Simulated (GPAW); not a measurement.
# A Pt chain with one Ni atom in line: relaxation, then transmission at several levels, part 2 of 2

How well does a Pt chain with one Ni atom in line conduct once its atoms have relaxed, and how much do cheaper levels lose?

GPAW 26.7.0; GPAW LCAO, PAW setups; relaxation of the junction within the symmetry of its start, lead ends held (the session's first sound run).

So far, conductance (G₀): step 3 (GPAW, dzp) 3.07; step 4 (basis szp(dzp)) 2.87; step 5 (basis sz(dzp)) 2.76.

### 6. RPBE in the dzp basis: xc = "RPBE"

Level of this step: GPAW LCAO, PAW setups; Landauer transmission from Green's functions with principal layers (ASE), zero bias (GPAW).

Back in the dzp basis, the functional changes from PBE to RPBE, to set the spread between functionals beside that between bases.

Contents of run.py:

```python
import json
import numpy as np
from ase import Atoms
from ase.transport.calculators import TransportCalculator
from gpaw import GPAW, FermiDirac
from gpaw.lcao.tools import get_lcao_hamiltonian
from scipy.linalg import eigh

# The junction with lead layers at both ends, along the third cell vector
device = Atoms(
    ['Pt', 'Pt', 'Pt', 'Pt', 'Pt', 'Pt', 'Pt', 'Pt', 'Ni', 'Pt', 'Pt', 'Pt', 'Pt', 'Pt', 'Pt', 'Pt', 'Pt'],
    positions=[
        [4.50000, 4.50000, 1.20000],
        [4.50000, 4.50000, 3.60000],
        [4.50000, 4.50000, 6.00000],
        [4.50000, 4.50000, 8.40000],
        [4.50000, 4.50000, 10.80000],
        [4.50000, 4.50000, 13.20000],
        [4.50000, 4.50000, 15.60000],
        [4.50000, 4.50000, 17.99643],
        [4.50000, 4.50000, 20.24670],
        [4.50000, 4.50000, 22.49697],
        [4.50000, 4.50000, 24.89340],
        [4.50000, 4.50000, 27.29340],
        [4.50000, 4.50000, 29.69340],
        [4.50000, 4.50000, 32.09340],
        [4.50000, 4.50000, 34.49340],
        [4.50000, 4.50000, 36.89340],
        [4.50000, 4.50000, 39.29340]],
    cell=[[9.0, 0.0, 0.0], [0.0, 9.0, 0.0], [0.0, 0.0, 40.4934]],
    pbc=True,
    magmoms=[0.0, 0.0, 0.0, 0.0, 0.0, 0.0, 0.0, 0.0, 1.0, 0.0, 0.0, 0.0, 0.0, 0.0, 0.0, 0.0, 0.0])

# One principal layer of the lead: the first 5 atoms of the device
lead = Atoms(
    ['Pt', 'Pt', 'Pt', 'Pt', 'Pt'],
    positions=[
        [4.50000, 4.50000, 1.20000],
        [4.50000, 4.50000, 3.60000],
        [4.50000, 4.50000, 6.00000],
        [4.50000, 4.50000, 8.40000],
        [4.50000, 4.50000, 10.80000]],
    cell=[[9.0, 0.0, 0.0], [0.0, 9.0, 0.0], [0.0, 0.0, 12.0]],
    pbc=True,
    magmoms=[0.0, 0.0, 0.0, 0.0, 0.0])

settings = dict(mode='lcao', basis='dzp', xc='RPBE', h=0.18,
                occupations=FermiDirac(0.1), maxiter=250,
                mixer=dict(beta=0.05, nmaxold=8, weight=100.0),
                convergence=dict(density=0.0001))
energies = np.arange(-2, 2 + 1e-9, 0.025)
eta = 0.0001
n1, n2 = 1, 1
# k and -k transmit alike, so half of the mesh across the current serves
mesh = [(i, j) for i in range(n1) for j in range(n2) if (i, j) <= (-i % n1, -j % n2)]
weights = np.array([1 if (i, j) == (-i % n1, -j % n2) else 2 for i, j in mesh]) / (n1 * n2)

# [... helper functions left out ...]
fermi_lead = ground_state(lead, (1, 1, 10), 'lead.txt')
fermi_device = ground_state(device, (1, 1, 2), 'device.txt')
# [... loop over the mesh left out, but for ...]
        # Shift the lead onto the potential of the device's first layer
        shift = ((H[:, 0, 0] - H0[:, 0, 0]) / S0[0, 0]).real.mean()
# [...]
kT = 8.617333e-5 * 300
bias = [0.1, 0.2, 0.5, 1.0, 1.5, 2.0]
# [... integrals and printing left out ...]
```

On the command line:

```
> OMP_NUM_THREADS=1 OPENBLAS_NUM_THREADS=1 python run.py
```

Output:

```text
basis functions: device 459, principal layer 135
Fermi level: lead -4.4322 eV, device -4.3868 eV; lead shifted by -0.0015 eV
largest coupling past the next layer 8.00e-06 eV, largest misfit of the first layer 0.165 eV
  E-E_F (eV)   T up        T down      [channel counts left out]
    -2.000    2.9647e+00  2.3622e+00
    -1.975    2.9555e+00  2.3802e+00
    -1.950    2.9445e+00  2.3968e+00
[...]
1.975    9.6024e-01  9.5231e-01
     2.000    9.6096e-01  9.5255e-01
conductance at 300 K: 2.9825 G0 a cell; thermopower 4.178 uV/K
current from the zero-bias T(E) at 0.1 V: 23.108 uA
current from the zero-bias T(E) at 0.2 V: 46.218 uA
current from the zero-bias T(E) at 0.5 V: 115.79 uA
current from the zero-bias T(E) at 1.0 V: 239.06 uA
current from the zero-bias T(E) at 1.5 V: 358.36 uA
current from the zero-bias T(E) at 2.0 V: 455.45 uA
```

The job ended after 34 min (1 thread of Arm Neoverse N1, shared host; peak memory 2.8 GiB).

Numbers from this step:

```
conductance                                    : 2.983 G₀
thermopower                                    : 4.178 μV/K
largest coupling past the next principal layer : 8.00e-6 eV
largest misfit of the first principal layer    : 0.1648 eV
shift that aligns the lead                     : -0.001544 eV
basis functions of the junction                : 459
basis functions of a principal layer           : 135
transmission at the Fermi level, spin up       : 2.302
transmission at the Fermi level, spin down     : 3.665
```

Each spin. Transmission, zone mean against energy, zero at the Fermi level:

```tsv
energy (eV)	T, spin up	T, spin down
-2.000	2.96	2.36
-1.900	2.91	2.43
-1.800	2.78	2.48
-1.700	2.10	2.53
-1.600	2.75	2.59
-1.550	3.78	3.92
-1.500	3.28	3.10
-1.400	3.51	3.25
-1.300	3.52	3.68
-1.200	3.70	3.75
-1.125	4.93	3.75
-1.100	4.63	3.77
-1.000	4.30	3.87
-0.900	3.92	4.07
-0.800	3.91	4.28
-0.700	3.68	4.59
-0.600	3.57	4.94
-0.500	3.44	5.14
-0.425	3.16	5.79
-0.400	3.11	5.35
-0.300	2.92	4.09
-0.200	2.69	3.87
-0.100	2.47	3.83
0.000	2.30	3.67
0.100	2.23	3.40
0.200	2.15	3.31
0.300	2.00	2.70
0.400	1.95	2.74
0.500	1.78	2.84
0.600	1.47	2.88
0.700	1.06	2.86
0.800	0.938	0.926
0.900	0.939	0.927
1.000	0.941	0.929
1.100	0.942	0.932
1.200	0.944	0.934
1.300	0.945	0.937
1.400	0.947	0.940
1.500	0.949	0.943
1.600	0.951	0.946
1.700	0.953	0.948
1.800	0.956	0.950
1.900	0.958	0.951
2.000	0.961	0.953
```

The conductance, 2.98 G₀, lies 2.9 % below that of the dzp run.

### 7. Without the relaxation: geometry = "as built"

The dzp basis with PBE on the structure as first built shows what the relaxation was worth.

Changes to run.py since step 6:

```diff
@@ -19,5 +19,5 @@
         [4.50000, 4.50000, 15.60000],
-        [4.50000, 4.50000, 17.99643],
+        [4.50000, 4.50000, 18.00000],
         [4.50000, 4.50000, 20.24670],
-        [4.50000, 4.50000, 22.49697],
+        [4.50000, 4.50000, 22.49340],
         [4.50000, 4.50000, 24.89340],
@@ -46,3 +46,3 @@
 
-settings = dict(mode='lcao', basis='dzp', xc='RPBE', h=0.18,
+settings = dict(mode='lcao', basis='dzp', xc='PBE', h=0.18,
                 occupations=FermiDirac(0.1), maxiter=250,
```

Output:

```text
basis functions: device 459, principal layer 135
Fermi level: lead -4.5366 eV, device -4.4938 eV; lead shifted by -0.0066 eV
largest coupling past the next layer 8.09e-06 eV, largest misfit of the first layer 0.145 eV
  E-E_F (eV)   T up        T down      [channel counts left out]
    -2.000    2.9814e+00  2.3928e+00
    -1.975    2.9755e+00  2.4091e+00
    -1.950    2.9680e+00  2.4242e+00
[...]
1.975    9.6277e-01  9.5468e-01
     2.000    9.6345e-01  9.5495e-01
conductance at 300 K: 3.0735 G0 a cell; thermopower 3.802 uV/K
current from the zero-bias T(E) at 0.1 V: 23.813 uA
current from the zero-bias T(E) at 0.2 V: 47.634 uA
current from the zero-bias T(E) at 0.5 V: 119.23 uA
current from the zero-bias T(E) at 1.0 V: 246.15 uA
current from the zero-bias T(E) at 1.5 V: 366.58 uA
current from the zero-bias T(E) at 2.0 V: 466.42 uA
```

It took 26 min on 1 thread; peak memory 2.8 GiB.

This step gave:

- conductance: 3.073 G₀
- thermopower: 3.802 μV/K
- largest coupling past the next principal layer: 8.09e-6 eV
- largest misfit of the first principal layer: 0.1452 eV
- shift that aligns the lead: -0.006631 eV
- transmission at the Fermi level, spin up: 2.452
- transmission at the Fermi level, spin down: 3.696

Each spin. Table of transmission, zone mean by energy, zero at the Fermi level:

```tsv
energy (eV)	T, spin up	T, spin down
-2.000	2.98	2.39
-1.900	2.95	2.45
-1.800	2.84	2.50
-1.700	2.16	2.55
-1.600	2.80	2.61
-1.575	3.58	3.49
-1.500	3.30	3.08
-1.400	3.54	3.33
-1.300	3.56	3.69
-1.200	3.72	3.75
-1.125	4.91	3.75
-1.100	4.82	3.77
-1.000	4.53	3.87
-0.900	4.13	4.05
-0.800	4.16	4.30
-0.700	3.84	4.60
-0.600	3.76	4.88
-0.500	3.49	5.12
-0.425	3.29	5.85
-0.400	3.23	5.66
-0.300	3.08	4.25
-0.200	2.84	3.88
-0.100	2.62	3.84
0.000	2.45	3.70
0.100	2.36	3.48
0.200	2.27	3.37
0.300	2.07	2.73
0.400	2.02	2.75
0.500	1.86	2.84
0.600	1.55	2.86
0.700	1.08	2.79
0.800	0.940	0.930
0.900	0.941	0.931
1.000	0.943	0.933
1.100	0.944	0.935
1.200	0.946	0.938
1.300	0.948	0.941
1.400	0.949	0.943
1.500	0.951	0.946
1.600	0.953	0.948
1.700	0.956	0.951
1.800	0.958	0.952
1.900	0.961	0.954
2.000	0.963	0.955
```

The conductance equals that of the dzp run to 0.2 %.

### 8. All levels side by side

Times are for 1 thread of Arm Neoverse N1, shared host. Results by setting:

```tsv
no.	run	conductance (G₀)	time	memory (GiB)
1	dzp	3.073	28 min	2.7
2	szp	2.868	18 min	2.6
3	sz	2.764	15 min	2.6
4	dzp RPBE	2.983	34 min	2.8
5	asbuilt	3.073	26 min	2.8
```

### 9. Comparison

The curves are compared point by point over the common energies.

This step: comparison of transmission and cost over codes, levels and geometry (GPAW 26.7.0).

Ladder, by row:

```tsv
step	code	T at the Fermi level (sum over the listed spins)	conductance (G0)	r.m.s. T(E) from the first	wall time (s)	peak memory (GiB)	threads
dzp	GPAW	6.147	3.073	0	1680	2.74	1
szp	GPAW	5.736	2.868	0.497	1060	2.65	1
sz	GPAW	5.528	2.764	0.5884	906.6	2.58	1
dzp-RPBE	GPAW	5.968	2.983	0.2244	2038	2.75	1
asbuilt	GPAW	6.148	3.073	0.2231	1581	2.75	1
```

Transmission, zone mean, sum over the listed spins against energy, zero at the Fermi level:

```tsv
energy (eV)	dzp	szp	sz	dzp-RPBE	asbuilt
-2.000	5.35	5.17	5.12	5.33	5.37
-1.800	5.32	4.58	4.72	5.26	5.34
-1.600	5.43	5.21	5.24	5.33	5.41
-1.400	6.89	6.70	6.89	6.76	6.87
-1.200	7.50	7.20	7.12	7.45	7.47
-1.125	8.72	8.15	8.15	8.68	8.67
-1.000	8.30	7.80	7.71	8.17	8.40
-0.800	8.34	7.76	7.67	8.20	8.46
-0.600	8.59	7.98	7.79	8.51	8.64
-0.425	9.11	8.90	8.70	8.94	9.14
-0.400	8.86	8.52	8.44	8.45	8.89
-0.200	6.69	6.38	6.22	6.56	6.72
0.000	6.15	5.74	5.53	5.97	6.15
0.200	5.66	5.24	4.92	5.46	5.64
0.400	4.77	4.52	4.31	4.69	4.77
0.600	4.41	3.93	3.57	4.35	4.41
0.800	1.87	1.89	1.88	1.86	1.87
1.000	1.88	1.89	1.87	1.87	1.88
1.200	1.89	1.89	1.87	1.88	1.88
1.400	1.90	1.90	1.87	1.89	1.89
1.600	1.90	1.90	1.87	1.90	1.90
1.800	1.91	1.91	1.88	1.91	1.91
2.000	1.92	1.91	1.88	1.91	1.92
```

### 10. Density threshold 0.001, basis szp(dzp), potential alignment off: conv = 0.001, basis = "szp(dzp)" and align = false

The Hamiltonian is taken from the last density. The density threshold is one of the tests that end the cycle; the energy must settle too, so a loose value may not be the test that decides. A smaller basis is cheaper in every inversion. Without the shift, lead and junction are matched by their Fermi levels alone.

This step: GPAW LCAO, PAW setups; Landauer transmission from Green's functions with principal layers (ASE), zero bias (GPAW 26.7.0).

Changes to run.py since step 7:

```diff
@@ -19,5 +19,5 @@
         [4.50000, 4.50000, 15.60000],
-        [4.50000, 4.50000, 18.00000],
+        [4.50000, 4.50000, 17.99643],
         [4.50000, 4.50000, 20.24670],
-        [4.50000, 4.50000, 22.49340],
+        [4.50000, 4.50000, 22.49697],
         [4.50000, 4.50000, 24.89340],
@@ -46,6 +46,6 @@
 
-settings = dict(mode='lcao', basis='dzp', xc='PBE', h=0.18,
+settings = dict(mode='lcao', basis='szp(dzp)', xc='PBE', h=0.18,
                 occupations=FermiDirac(0.1), maxiter=250,
                 mixer=dict(beta=0.05, nmaxold=8, weight=100.0),
-                convergence=dict(density=0.0001))
+                convergence=dict(density=0.001))
 energies = np.arange(-2, 2 + 1e-9, 0.025)
@@ -61,4 +61,4 @@
 # [... loop over the mesh left out, but for ...]
-        # Shift the lead onto the potential of the device's first layer
-        shift = ((H[:, 0, 0] - H0[:, 0, 0]) / S0[0, 0]).real.mean()
+        # Lead and device are aligned by their Fermi levels alone
+        shift = 0.0
 # [...]
```

Output:

```text
basis functions: device 255, principal layer 75
Fermi level: lead -4.6636 eV, device -4.5826 eV; lead shifted by 0.0000 eV
largest coupling past the next layer 8.13e-06 eV, largest misfit of the first layer 0.144 eV
  E-E_F (eV)   T up        T down      [channel counts left out]
    -2.000    2.9308e+00  2.2679e+00
    -1.975    2.9141e+00  2.2809e+00
    -1.950    2.8915e+00  2.2914e+00
    -1.925    2.8598e+00  2.2996e+00
    -1.900    2.8139e+00  2.3058e+00
    -1.875    2.7453e+00  2.3104e+00
    -1.850    2.6402e+00  2.3140e+00
    -1.825    2.4795e+00  2.3169e+00
    -1.800    2.2533e+00  2.3196e+00
    -1.775    2.0199e+00  2.3226e+00
    -1.750    1.9488e+00  2.3263e+00
    -1.725    2.1047e+00  2.3311e+00
    -1.700    2.3330e+00  2.3372e+00
    -1.675    2.5179e+00  2.3450e+00
    -1.650    2.6440e+00  2.3545e+00
    -1.625    2.7266e+00  2.3659e+00
[...]
1.825    9.5831e-01  9.4966e-01
     1.850    9.5873e-01  9.4994e-01
     1.875    9.5915e-01  9.5018e-01
     1.900    9.5956e-01  9.5040e-01
     1.925    9.5997e-01  9.5058e-01
     1.950    9.6038e-01  9.5074e-01
     1.975    9.6079e-01  9.5086e-01
     2.000    9.6120e-01  9.5096e-01
conductance at 300 K: 2.9141 G0 a cell; thermopower 4.223 uV/K
current from the zero-bias T(E) at 0.1 V: 22.584 uA
current from the zero-bias T(E) at 0.2 V: 45.207 uA
current from the zero-bias T(E) at 0.5 V: 113.34 uA
current from the zero-bias T(E) at 1.0 V: 234.21 uA
current from the zero-bias T(E) at 1.5 V: 342.4 uA
current from the zero-bias T(E) at 2.0 V: 435.78 uA
```

The job ended after 12 min (1 thread; peak memory 2.6 GiB).

Numbers from this step:

* conductance: 2.914 G₀
* thermopower: 4.223 μV/K
* largest coupling past the next principal layer: 8.13e-6 eV
* largest misfit of the first principal layer: 0.1437 eV
* shift that aligns the lead: 0 eV
* basis functions of the junction: 255
* basis functions of a principal layer: 75
* transmission at the Fermi level, spin up: 2.310
* transmission at the Fermi level, spin down: 3.514

Each spin. The transmission, zone mean by energy, zero at the Fermi level:

```tsv
energy (eV)	T, spin up	T, spin down
-2.000	2.93	2.27
-1.900	2.81	2.31
-1.800	2.25	2.32
-1.700	2.33	2.34
-1.600	2.78	2.38
-1.500	2.88	2.46
-1.450	3.93	3.65
-1.400	3.14	3.51
-1.300	3.47	3.62
-1.200	3.50	3.66
-1.100	4.03	3.72
-1.000	3.90	3.78
-0.900	3.79	4.01
-0.800	3.62	4.08
-0.700	3.51	4.52
-0.600	3.29	4.44
-0.500	3.17	4.85
-0.425	3.00	5.85
-0.400	2.96	5.54
-0.300	2.80	4.03
-0.200	2.63	3.79
-0.100	2.47	3.70
0.000	2.31	3.51
0.100	2.21	3.31
0.200	2.18	3.24
0.300	1.99	2.57
0.400	1.97	2.63
0.500	1.82	2.62
0.600	1.40	2.40
0.700	0.949	0.943
0.800	0.948	0.940
0.900	0.947	0.937
1.000	0.947	0.936
1.100	0.948	0.936
1.200	0.948	0.937
1.300	0.950	0.939
1.400	0.951	0.941
1.500	0.953	0.944
1.600	0.954	0.946
1.700	0.956	0.948
1.800	0.958	0.949
1.900	0.960	0.950
2.000	0.961	0.951
```

Not self-consistent under bias; the bias window is split evenly. Table of current through one cell, from the zero-bias transmission by bias:

```tsv
bias (V)	current through one cell, from the zero-bias transmission (μA)
0.100	22.6
0.200	45.2
0.500	113
1.000	234
1.500	342
2.000	436
```

The transmission of the three most open eigenchannels by energy, zero at the Fermi level:

```tsv
energy (eV)	channel 1 up	channel 2 up	channel 3 up	channel 1 down	channel 2 down	channel 3 down
-2.000	0.983	0.983	0.965	0.883	0.692	0.692
-1.800	0.974	0.974	0.306	0.896	0.712	0.712
-1.600	0.960	0.960	0.861	0.912	0.733	0.733
-1.400	0.994	0.919	0.919	0.992	0.900	0.807
-1.200	0.964	0.892	0.892	0.958	0.949	0.875
-1.000	0.953	0.861	0.861	0.991	0.936	0.895
-0.800	0.954	0.837	0.837	0.988	0.950	0.910
-0.600	0.956	0.805	0.805	0.998	0.950	0.950
-0.400	0.957	0.745	0.745	0.978	0.975	0.975
-0.200	0.952	0.654	0.654	0.968	0.942	0.942
0.000	0.954	0.566	0.566	0.982	0.874	0.829
0.200	0.974	0.524	0.524	0.983	0.773	0.773
0.400	0.954	0.506	0.506	0.953	0.836	0.836
0.600	0.951	0.225	0.225	0.947	0.726	0.726
0.800	0.948	5.3e-7	1.2e-11	0.940	6.5e-7	1.3e-10
1.000	0.947	5.4e-7	0	0.936	6.7e-7	0
1.200	0.948	5.6e-7	0	0.937	6.9e-7	0
1.400	0.951	5.7e-7	0	0.941	7.1e-7	0
1.600	0.954	5.8e-7	0	0.946	7.4e-7	0
1.800	0.958	6.0e-7	0	0.949	7.6e-7	0
2.000	0.961	6.1e-7	0	0.951	7.8e-7	0
```

Site moment by atom:

```tsv
atom	site moment (μB)
Pt1	-0.05
Pt2	0.02
Pt3	0.08
Pt4	0.05
Pt5	-0.07
Pt6	-0.15
Pt7	-0.02
Pt8	0.33
Ni9	1.19
Pt10	0.33
Pt11	-0.02
Pt12	-0.15
Pt13	-0.07
Pt14	0.05
Pt15	0.08
Pt16	0.02
Pt17	-0.05
```

The conductance, 2.91 G₀, lies 5.2 % below that of the dzp run.

### 11. Summary of results

* conductance: 3.07 G₀
* transmission at the Fermi level, mean of the spins: 3.07
* thermopower: 3.69 μV/K

In words: In the dzp basis the junction conducts 3.07 G₀ at 300 K, with T = 3.07 as the mean of the two spins at the Fermi level; the szp basis reaches that conductance within 10 %. Relaxation moved atoms by up to 0.0036 Å and took the conductance from 3.07 to 3.07 G₀, as a ratio a smaller change than the step from dzp to the minimal basis. The current is spin polarised: -21 % at the Fermi level, counted as (up - down)/(up + down). Measured against the first run (dzp), the nearest curve is that of asbuilt (r.m.s. 0.22) and the farthest that of sz (0.59). Over the compared runs wall time goes from 907 s (sz) to 2038 s (dzp-RPBE), on a shared host. The leads kept an estimated spacing and the cell its length, so the junction may be under some tension or compression. The geometry comes from the orbital basis, which tends to overbind, and kept the symmetry of the start, so a structure of lower symmetry may lie lower. Spin-orbit coupling is left out, which matters for the heavy atoms here. The moments started parallel, and no other order was tried; chains of Cr or Mn atoms, among others, may prefer antiparallel neighbours. An evenly spaced straight chain is an idealisation: free chains tend to dimerise, zigzag or, where a band edge lies near the Fermi level, turn magnetic. The currents use the zero-bias T(E) throughout, which holds only while the bias is small against the distance to the nearest feature. One magnetic start was tried; another order may lie lower.

[Logs are printed without paths, hosts, clocks, repeated set-up lines and the standing remarks that a program may print on its own settings, such as how far it seeks lower states.]

[Hosts, paths, dates, database ids (printed as entryN), source tags and the programs' standing remarks are cut or masked in the printed files.]
